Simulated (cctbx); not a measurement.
**Interatomic vectors of YbSi2IrPb**

Space group P4/nmm (no. 129, origin choice 1), a = 4.4300 Å, b = 4.4300 Å, c = 10.6940 Å, α = 90.00°, β = 90.00°, γ = 90.00°, content Pb2 Ir2 Yb2 Si4.

The data are simulated with cctbx, not measured: Mo Kα, λ = 0.71073 Å, to d = 0.65 Å, 80 % of the full sphere, strongest reflection 5000 counts, noise from counting, a 4 % proportional error and a noise floor of 4 counts (s.d.); no absorption.

Patterson synthesis, origin scaled to 1000:

```text
Patterson group P 4/m m m
      u       v       w   height  length (A)
  0.000   0.000   0.000   1000.0     0.00
  0.500   0.500   0.500    393.3     6.20
  0.500   0.500   0.000    388.0     3.13
  0.000   0.500   0.379    348.4     4.62
  0.000   0.500   0.256    344.7     3.52
  0.000   0.000   0.366    311.6     3.91
  0.500   0.500   0.122    309.4     3.39
  0.500   0.500   0.241    142.7     4.06
  0.000   0.000   0.500     79.8     5.35
  0.000   0.500   0.124     70.1     2.58
  0.000   0.000   0.261     24.6     2.79
  0.000   0.221   0.000     13.9     0.98
  0.000   0.000   0.085     13.7     0.91
  0.077   0.178   0.038     13.5     0.95
```

Q: Assign the vectors.

A peak at u stands for all pairs with xi − xj = u, with weight Σ ZiZj against Σ Z² = 35890 at the origin. Peak heights follow these weights only roughly, since form factors, motion and series ripples differ, all vectors within 0.55 Å of a peak are counted as merged into it though the farther ones add only part of their weight, and F(000) is left out, which lowers the whole map:

| u | v | w | shortest length (Å) | height | 1000 ΣZiZj/ΣZ² | pairs in the cell |
| --- | --- | --- | --- | --- | --- | --- |
| 0.500 | 0.500 | 0.500 | 6.20 | 393 | 521 | 2 × Yb–Yb, 4 × Pb–Si, 4 × Ir–Si |
| 0.500 | 0.500 | 0.000 | 3.13 | 388 | 386 | 2 × Pb–Pb, 2 × Si–Si |
| 0.000 | 0.500 | 0.379 | 4.62 | 348 | 363 | 2 × Pb–Ir, 2 × Si–Si |
| 0.000 | 0.500 | 0.256 | 3.52 | 345 | 374 | 2 × Pb–Yb, 2 × Yb–Si |
| 0.000 | 0.000 | 0.366 | 3.91 | 312 | 355 | 2 × Ir–Yb, 2 × Yb–Si |
| 0.500 | 0.500 | 0.122 | 3.39 | 309 | 355 | 2 × Ir–Yb, 2 × Yb–Si |
| 0.500 | 0.500 | 0.241 | 4.06 | 143 | 171 | 1 × Ir–Ir, 1 × Si–Si |
| 0.000 | 0.000 | 0.500 | 5.35 | 80 | 128 | 4 × Pb–Si |
| 0.000 | 0.500 | 0.124 | 2.58 | 70 | 124 | 2 × Pb–Si, 2 × Ir–Si |

The table stops at ten peaks or at a height of 45, below which ripples compete. In the model behind the data Pb, the heaviest element, has 1 independent site: (1/2, 1/2, 0), up to an allowed shift of origin; the Pb–Pb vectors are differences of these positions and their symmetry mates. Elements of similar Z can't be told apart from the map alone. The whole model:

```
atom  mult.    x    y       z  Ueq (Å²)
 Pb1      2  1/2  1/2       0    0.0061
 Ir1      2  1/2    0  0.3788    0.0095
 Yb1      2  1/2    0  0.7429    0.0097
 Si1      2  1/2  1/2     1/2    0.0089
 Si2      2  1/2    0  0.1330    0.0116
```

The model is made up (kin elements in a known structure type, no relaxation), so it says nothing on whether the phase exists.

[Logs are printed without paths, hosts, clocks, repeated set-up lines and the standing remarks that a program may print on its own settings, such as how far it seeks lower states.]
